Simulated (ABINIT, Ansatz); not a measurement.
# Al2O3 (Corundum): G0W0 with ABINIT, start to end, part 2 of 2

Aim: the G0W0 gap of Al2O3 (Corundum) on PBE, step by step.

ABINIT 10.8.3; PBE and many-body steps on it, plane waves. Known limits of the many-body steps: not at the basis limit.

So far. Step 2 (Ground state): The gap is direct, at Γ. Step 3 (Empty states on the mesh, 4×4×4 mesh, 90 bands): On this mesh the gap is 6.266 eV.

## (4) Screening, 4×4×4 mesh, 82 bands, screening to 98 eV

The RPA dielectric matrix is built and inverted for each q.

This step: RPA screening on PBE, plane waves, norm-conserving pseudopotentials.

The input, run.abi:

```
acell 3*1.0 Angstrom
rprim 
  2.380249999995 1.374237978213 4.331866666707
  -2.380249999995 1.374237978213 4.331866666707
  -0.000000000000 -2.748475956495 4.331866666685
ntypat 2
znucl 13 8
natom 10
typat 1 1 1 1 2 2 2 2 2 2
xred 
  0.352160000000 0.352160000000 0.352160000000
  0.147840000000 0.147840000000 0.147840000000
  0.647840000000 0.647840000000 0.647840000000
  0.852160000000 0.852160000000 0.852160000000
  0.556680000000 0.943320000000 0.250000000000
  0.250000000000 0.556680000000 0.943320000000
  0.943320000000 0.250000000000 0.556680000000
  0.443320000000 0.056680000000 0.750000000000
  0.750000000000 0.443320000000 0.056680000000
  0.056680000000 0.750000000000 0.443320000000
pp_dirpath "pseudos"
pseudos "Al.upf, O.upf"
ecut 36
ngkpt 4 4 4
nshiftk 1
shiftk 0 0 0
kptopt 1
chksymbreak 0
istwfk *1
occopt 1
irdwfk 1
optdriver 3
nband 82
ecuteps 3.6
inclvkb 2
awtr 1
symchi 1
indata_prefix "in"
outdata_prefix "out"
tmpdata_prefix "tmp"
```

Started as:

```
$ OMP_NUM_THREADS=1 mpirun -n 8 abinit run.abi > log
```

Numbers of over 12 decimals in the logs are rounded to 6 here.

Output:

```text
.Version 10.8.3 of ABINIT. v10.8.2 released Aug 2026.

 Symmetries : space group R-3 c (#167); Bravais hR (rhombohedral)
[... echo of the input left out ...]
== DATASET  1 ==================================================================
-   mpi_nproc: 8, omp_nthreads: 1 (-1 if OMP is not activated)

--- !DatasetInfo
iteration_state: {dtset: 1, }
dimensions: {natom: 10, nkpt: 13, mband: 82, nsppol: 1, nspinor: 1, nspden: 1, mpw: 5940, }
cutoff_energies: {ecut:  36.0, pawecutdg:  -1.0, }
electrons: {nelect:   4.80000000E+01, charge:   0.00000000E+00, occopt:   1.00000000E+00, tsmear:   1.00000000E-02, }

 SCREENING: Calculation of the susceptibility and dielectric matrices

 Based on a program developped by R.W. Godby, V. Olevano, G. Onida, and L. Reining.
 Incorporated in ABINIT by V. Olevano, G.-M. Rignanese, and M. Torrent.
.Using double precision arithmetic ; gwpc =  8

[... cell and pseudopotentials left out ...]
--------------------------------------------------------------------------------

 ==== K-mesh for the wavefunctions ====
 Number of points in the irreducible wedge :    13
[... list of points left out ...]
 Together with 12 symmetry operations and time-reversal symmetry
 yields    64 points in the full Brillouin Zone.

 ==== Q-mesh for the screening function ====
 Number of points in the irreducible wedge :    13
[... list of points left out ...]
 Together with 12 symmetry operations and time-reversal symmetry
 yields    64 points in the full Brillouin Zone.

 setmesh: FFT mesh size selected  =    36x   36x   36
          total number of points  =        46656

 vcoul_init : cutoff-mode = AUXILIARY_FUNCTION
 q-points for optical limit:   1
     1)      0.000010    0.000020    0.000030

- screening: taking advantage of time-reversal symmetry
- Maximum band index for partially occupied states nbvw = 24
- Remaining bands to be divided among processors   nbcw = 58
- Number of bands treated by each node ~7

 Number of electrons calculated from density =   48.0000; Expected =   48.0000
 average of density, n =  0.083663
 r_s =    1.4184
 omega_plasma =   27.9012 [eV]

 calculating chi0 at frequencies [eV] :
  1    0.000000E+00    0.000000E+00
  2    0.000000E+00    2.790117E+01

--------------------------------------------------------------------------------
  q-point number  1        q = ( 0.000000, 0.000000, 0.000000) [r.l.u.]
--------------------------------------------------------------------------------
[... chi0 elements left out ...]
 For q-point:  0.000010 0.000020 0.000030
  dielectric constant =   3.0641
  dielectric constant without local fields =   3.2143

  Average fulfillment of the sum rule on Im[epsilon] for q-point    1 :     40.28  [%]
[... wings left out ...]
  q-point number  2        q = ( 0.250000, 0.000000, 0.000000) [r.l.u.]
--------------------------------------------------------------------------------
[... chi0 elements left out ...]
  Average fulfillment of the sum rule on Im[epsilon] for q-point    2 :     55.24  [%]

 [... 11 further q-points ...]
```

Elapsed: 85 s, on 8 MPI ranks of Intel Xeon Platinum 8488C (Sapphire Rapids), shared host; peak memory 3.7 GiB; 11 min of CPU time.

This step gave:

| Quantity | Value |
| --- | --- |
| ε∞ with local fields, on this mesh, along the program's q direction | 3.064 |
| the same without local fields | 3.214 |
| plasma frequency | 27.90 eV |
| plane waves in the screening matrix | 181 |

Local fields lower ε∞ by 5 %.

## (5) Self-energy, 4×4×4 mesh, 82 bands, screening to 98 eV

The self-energy is evaluated for the states that the input lists, and the levels follow from it, in one-shot runs by the linearised quasiparticle equation.

This step: G0W0 on PBE, plane waves, norm-conserving pseudopotentials.

Edit run.abi of step 4 so:

```diff
@@ -31,8 +31,15 @@
 irdwfk 1
-optdriver 3
+optdriver 4
 nband 82
+gwcalctyp 0
+ecutsigx 36
+symsigma 1
+nkptgw 1
+kptgw 
+  0.0000000000 0.0000000000 0.0000000000
+bdgw 
+  22 26
 ecuteps 3.6
-inclvkb 2
-awtr 1
-symchi 1
+irdscr 1
+ppmodel 1
 indata_prefix "in"
```

Output:

```text
.Version 10.8.3 of ABINIT. v10.8.2 released Aug 2026.

 Symmetries : space group R-3 c (#167); Bravais hR (rhombohedral)
[... echo of the input left out ...]
== DATASET  1 ==================================================================
-   mpi_nproc: 8, omp_nthreads: 1 (-1 if OMP is not activated)

--- !DatasetInfo
iteration_state: {dtset: 1, }
dimensions: {natom: 10, nkpt: 13, mband: 82, nsppol: 1, nspinor: 1, nspden: 1, mpw: 5940, }
cutoff_energies: {ecut:  36.0, pawecutdg:  -1.0, }
electrons: {nelect:   4.80000000E+01, charge:   0.00000000E+00, occopt:   1.00000000E+00, tsmear:   1.00000000E-02, }

 SIGMA: Calculation of the GW corrections

 Based on a program developped by R.W. Godby, V. Olevano, G. Onida, and L. Reining.
 Incorporated in ABINIT by V. Olevano, G.-M. Rignanese, and M. Torrent.
.Using double precision arithmetic ; gwpc =  8

[... cell and pseudopotentials left out ...]
--------------------------------------------------------------------------------

 ==== K-mesh for the wavefunctions ====
 Number of points in the irreducible wedge :    13
[... list of points left out ...]
 Together with 12 symmetry operations and time-reversal symmetry
 yields    64 points in the full Brillouin Zone.

 ==== Q-mesh for screening function ====
 Number of points in the irreducible wedge :    13
[... list of points left out ...]
 Together with 12 symmetry operations and time-reversal symmetry
 yields    64 points in the full Brillouin Zone.

 vcoul_init : cutoff-mode = AUXILIARY_FUNCTION
 q-points for optical limit:   1
     1)      0.000010    0.000020    0.000030
 setmesh: FFT mesh size selected  =    54x   54x   54
          total number of points  =       157464

 Number of electrons calculated from density =   48.0000; Expected =   48.0000
 average of density, n =  0.083663
 r_s =    1.4184
 omega_plasma =   27.9012 [eV]

 === KS Band Gaps ===
  >>>> For spin  1
   Minimum direct gap =   6.2663 [eV], located at k-point      :   0.0000  0.0000  0.0000
   Fundamental gap    =   6.2663 [eV], Top of valence bands at :   0.0000  0.0000  0.0000
                                       Bottom of conduction at :   0.0000  0.0000  0.0000
 SIGMA fundamental parameters:
 PLASMON POLE MODEL  1
 number of plane-waves for SigmaX                 5879
 number of plane-waves for SigmaC and W            181
 number of plane-waves for wavefunctions          5879
 number of bands                                    82
 number of independent spin polarizations            1
 number of spinorial components                      1
 number of k-points in IBZ                          13
 number of q-points in IBZ                          13
 number of symmetry operations                      12
 number of k-points in BZ                           64
 number of q-points in BZ                           64
 number of frequencies for dSigma/dE                 9
 frequency step for dSigma/dE [eV]                0.25
 number of omega for Sigma on real axis              0
 max omega for Sigma on real axis  [eV]           0.00
 zcut for avoiding poles [eV]                     0.10

 EPSILON^-1 parameters (SCR file):
 dimension of the eps^-1 matrix on file            181
 dimension of the eps^-1 matrix used               181
 number of plane-waves for wavefunctions          5879
 number of bands                                    82
 number of q-points in IBZ                          13
 number of frequencies                               2
 number of real frequencies                          1
 number of imag frequencies                          1

 matrix elements of self-energy operator (all in [eV])

 Perturbative Calculation

--- !SelfEnergy_ee
iteration_state: {dtset: 1, }
kpoint     : [   0.000,    0.000,    0.000, ]
spin       : 1
KS_gap     :    6.266
QP_gap     :    8.424
Delta_QP_KS:    2.158
data: !SigmaeeData |
     Band     E0 <VxcDFT>   SigX SigC(E0)      Z dSigC/dE  Sig(E)    E-E0       E
       22   5.137 -20.467 -25.963   4.623   0.820  -0.219 -21.183  -0.716   4.421
       23   5.137 -20.467 -25.963   4.623   0.820  -0.219 -21.183  -0.716   4.421
       24   5.182 -20.398 -25.833   4.602   0.821  -0.218 -21.082  -0.684   4.498
       25  11.448 -13.779  -8.892  -3.170   0.858  -0.165 -12.305   1.474  12.922
       26  14.369 -11.424  -6.101  -3.502   0.864  -0.157  -9.850   1.573  15.942

== END DATASET(S) ==============================================================
================================================================================

 -outvars: echo values of variables after computation  --------
           etotal      0.0000000000E+00
            nband          82
             nkpt          13
          spgroup         167
 [... the other variables as echoed above ...]

 Calculation completed.
```

Run time: 4.5 s. Hardware: 8 MPI ranks; peak memory 1.9 GiB.

Numbers from this step:

```
G0W0 gap on the points computed              : 8.424 eV
starting gap on the mesh                     : 6.266 eV
k of the valence top                         : 0, 0, 0
k of the conduction bottom                   : 0, 0, 0
Z at the valence top                         : 0.821
Z at the conduction bottom                   : 0.858
least direct G0W0 gap on the computed points : 8.424 eV
```

The gap on the mesh goes from 6.27 eV to 8.42 eV, a correction of +2.16 eV.

Limits: finite bands, cutoff and mesh. v1 is the top filled band, c1 the lowest empty one. Levels before and after the correction, in eV, zero at the valence-band top of each column:

```csv
,conduction bottom,valence top
Kohn-Sham,6.27,0.00
G0W0,8.42,0.00
```

```csv
,level,energy (eV)
Kohn-Sham,Γ v3-v2,-0.045
Kohn-Sham,Γ v1,0.000
Kohn-Sham,Γ c1,6.266
Kohn-Sham,Γ c2,9.188
G0W0,Γ v3-v2,-0.077
G0W0,Γ v1,0.000
G0W0,Γ c1,8.424
G0W0,Γ c2,11.444
```

## (6) Where the time went

Times are wall times on 8 MPI ranks of Intel Xeon Platinum 8488C (Sapphire Rapids), shared host, good to a factor of about two.

```csv
step,time,share,memory (GiB)
ground state,42 s,24 %,0.9
empty states on the mesh,39 s,23 %,0.76
screening,85 s,50 %,3.7
self-energy,4.5 s,3 %,1.9
```

## (7) Outcome

| Property | Result |
| --- | --- |
| PBE gap | 6.27 eV, direct |
| G0W0 gap on the mesh | 8.42 eV |
| GW settings | 4×4×4 mesh, 82 bands, screening to 98 eV, Godby-Needs plasmon pole |
| known limits | not at the basis limit |

**Reading.** G0W0 moves the gap on the mesh from 6.27 eV to 8.42 eV (+2.16 eV), with Z of 0.82 and 0.86 at the edges. Local fields lower the RPA ε∞ on this mesh from 3.21 to 3.06. Only 1 of the mesh's irreducible points was corrected, so a valley elsewhere could overtake. The dearest step here is «screening». Against experiment, by G0W0@PBE: the gap of 8.42 eV lies −0.28 eV from the measured 8.7 eV (optical, quoted 2018). An exciton line or allowed optical edge lies below the quasiparticle gap by the binding energy; a forbidden edge can push the onset above it. The calculation has static nuclei and no excitons; a measured gap holds zero-point and thermal motion, which mostly lowers it. Bands and cutoff are finite, so the gap is not at the basis limit. The miss can reach some tenths of an eV and take either sign; the mesh is an error of its own. In the G0W0 run levels were corrected at 1 k point alone, so a gap called «on the mesh» is the least over those, and an edge elsewhere would be missed.

[Paths, hosts, dates, memory and timing lines, banners, echoed tables and standing remarks are left out of the program output.]

[Logs are printed without paths, hosts, clocks, repeated set-up lines and the standing remarks that a program may print on its own settings, such as how far it seeks lower states.]

[Runs of the session that timed out or met a known fault of the program may be left out.]

[Hosts, paths, dates, database ids (printed as entryN), source tags and the programs' standing remarks are cut or masked in the printed files.]

[G0W0 gaps are taken among the corrected bands and points alone; a level outside them can change the order at an edge.]

[Where Ansatz stands beside ABINIT at settings called matched, ABINIT's density can come from a denser mesh and the files from another edition; pairs whose starting gaps differed by over 0.03 eV were left out, so agreement reads better than it is.]
